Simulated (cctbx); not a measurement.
# From intensities to atoms

Cell a = 5.6840 Å, b = 5.6840 Å, c = 7.1820 Å, α = 90.00°, β = 90.00°, γ = 90.00°; space group P4/nbm (no. 125, origin choice 1); content La2 Ga4 Cr8.

The data are simulated with cctbx, not measured: Mo Kα, λ = 0.71073 Å, to d = 0.8 Å, 50 % of the full sphere, strongest reflection 40000 counts, noise from counting, a 3 % proportional error and a noise floor of 2 counts (s.d.); no absorption.

Charge flipping in P1 on normalised amplitudes to 0.8 Å, δ = 1.1 σ, 20 % of the reflections treated as weak, 200 cycles:

```text
cycle      R  skewness
    0  0.570     0.31
   16  0.474     2.10
   32  0.469     3.14
   48  0.450     3.66
   64  0.437     3.60
   80  0.422     3.52
   96  0.440     3.65
  112  0.426     3.59
  128  0.436     3.77
  144  0.438     3.44
  160  0.427     3.49
  176  0.449     3.56
  192  0.441     3.49
origin shift          correlation  skewness
 0.150  0.720  0.352      0.882      2.87
 0.149  0.220  0.353      0.880      2.78
 0.141  0.242  0.190      0.874      2.73
 0.142  0.742  0.191      0.874      1.58
taken: symmetry correlation 0.882, skewness 2.87
peak      x       y       z  mult  height/sigma
Q1    0.0000  0.5000  0.5000    2     11.2
Q2    0.0000  0.0000  0.3266    4     10.8
Q3    0.1842  0.3158  0.1764    8      4.0
Q4    0.0000  0.0000  0.5000    2      3.4
Q5    0.1793  0.1793  0.0000    8      2.9
Q6    0.0000  0.5000  0.1290    4      1.9
Q7    0.0000  0.5000  0.3648    4      1.9
Q8    0.0000  0.0000  0.0000    2      1.7
```

The origin is taken among those within 0.04 of the best correlation, by the skewness of the map.

Run time: 0.52 s on 1 thread of Arm Neoverse N1 (shared host), peak memory 0.07 GiB.

**Question.** Which peaks are atoms, and which elements?

Heights go roughly as Z and multiplicities must add up to the content. First model: Q1 = La1 (2 in the cell, height 11.2), Q2 = Ga1 (4 in the cell, height 10.8) and Q3 = Cr1 (8 in the cell, height 4.0). Against the true structure, Q1 is La, Q2 is Ga and Q3 is Cr; the other peaks are not atoms.

Least squares on F², isotropic:

```text
Rint 0.025, 139 unique reflections to 0.80 A
cycle     R1     wR2    GooF  max shift (A)
   1  0.6902  0.9455  46.127   0.18377
   3  0.0107  0.0267   1.304   0.00000
final R1 0.0107 wR2 0.0267 GooF 1.304  parameters 6  data/parameter 23.2
atom        x        y        z      Ueq    occ   su(xyz)  su(Uiso or U11)
La1    0.00000  0.50000  0.50000   0.0124  1.000  0.00000  0.0001
Ga1    0.00000  0.00000  0.33955   0.0224  1.000  0.00008  0.0002
Cr1    0.18728  0.31272  0.14999   0.0231  1.000  0.00007  0.0002
difference map: max 0.54 min -0.43 rms 0.10
Q1    0.0000  0.5000  0.4239    4    0.55  0.55 A from La1
Q2    0.0000  0.0000  0.2474    4    0.47  0.66 A from Ga1
Q3    0.2179  0.2821  0.0837    8    0.41  0.54 A from Cr1
Q4    0.1512  0.3488  0.2090    8    0.37  0.51 A from Cr1
Q5    0.0000  0.0000  0.4239    4    0.35  0.61 A from Ga1
```

Anisotropic refinement:

```text
Rint 0.025, 139 unique reflections to 0.80 A
cycle     R1     wR2    GooF  max shift (A)
   1  0.0107  0.0268   1.334   0.00044
   2  0.0075  0.0174   0.863   0.00000
final R1 0.0075 wR2 0.0174 GooF 0.863  parameters 11  data/parameter 12.6
atom        x        y        z      Ueq    occ   su(xyz)  su(Uiso or U11)
La1    0.00000  0.50000  0.50000   0.0123  1.000  0.00000  0.0001
Ga1    0.00000  0.00000  0.33956   0.0224  1.000  0.00005  0.0002
Cr1    0.18723  0.31277  0.15000   0.0230  1.000  0.00005  0.0001
difference map: max 0.26 min -0.25 rms 0.08
Q1    0.2504  0.2496  0.4213    8    0.28  2.01 A from Cr1
Q2    0.0000  0.0000  0.2239    4    0.26  0.83 A from Ga1
Q3    0.0000  0.3189  0.5000    8    0.24  1.03 A from La1
Q4    0.0780  0.4220  0.6036    8    0.24  0.97 A from La1
Q5    0.0000  0.5000  0.0424    4    0.22  1.69 A from Cr1
Q6    0.2477  0.2523  0.7204    8    0.21  1.07 A from Cr1
```

**Reading.** The refinement ends at R1 = 0.0075, wR2 = 0.0174, GooF = 0.86, with difference density between -0.25 and 0.26 e/Å³. Every site matches the true model in element, within 0.001 Å r.m.s., up to an allowed shift of origin.

True model:

| atom | mult. | x | y | z | Ueq (Å²) |
| --- | --- | --- | --- | --- | --- |
| La1 | 2 | 0 | 1/2 | 0 | 0.0122 |
| Ga1 | 4 | 1/2 | 1/2 | 0.8395 | 0.0223 |
| Cr1 | 8 | 0.3128 | 0.1872 | 0.6501 | 0.0229 |

This is a model crystal, built by substitution and not relaxed, with assumed displacement parameters.

[Middle refinement cycles are left out of these outputs.]

[Logs are printed without paths, hosts, clocks, repeated set-up lines and the standing remarks that a program may print on its own settings, such as how far it seeks lower states.]
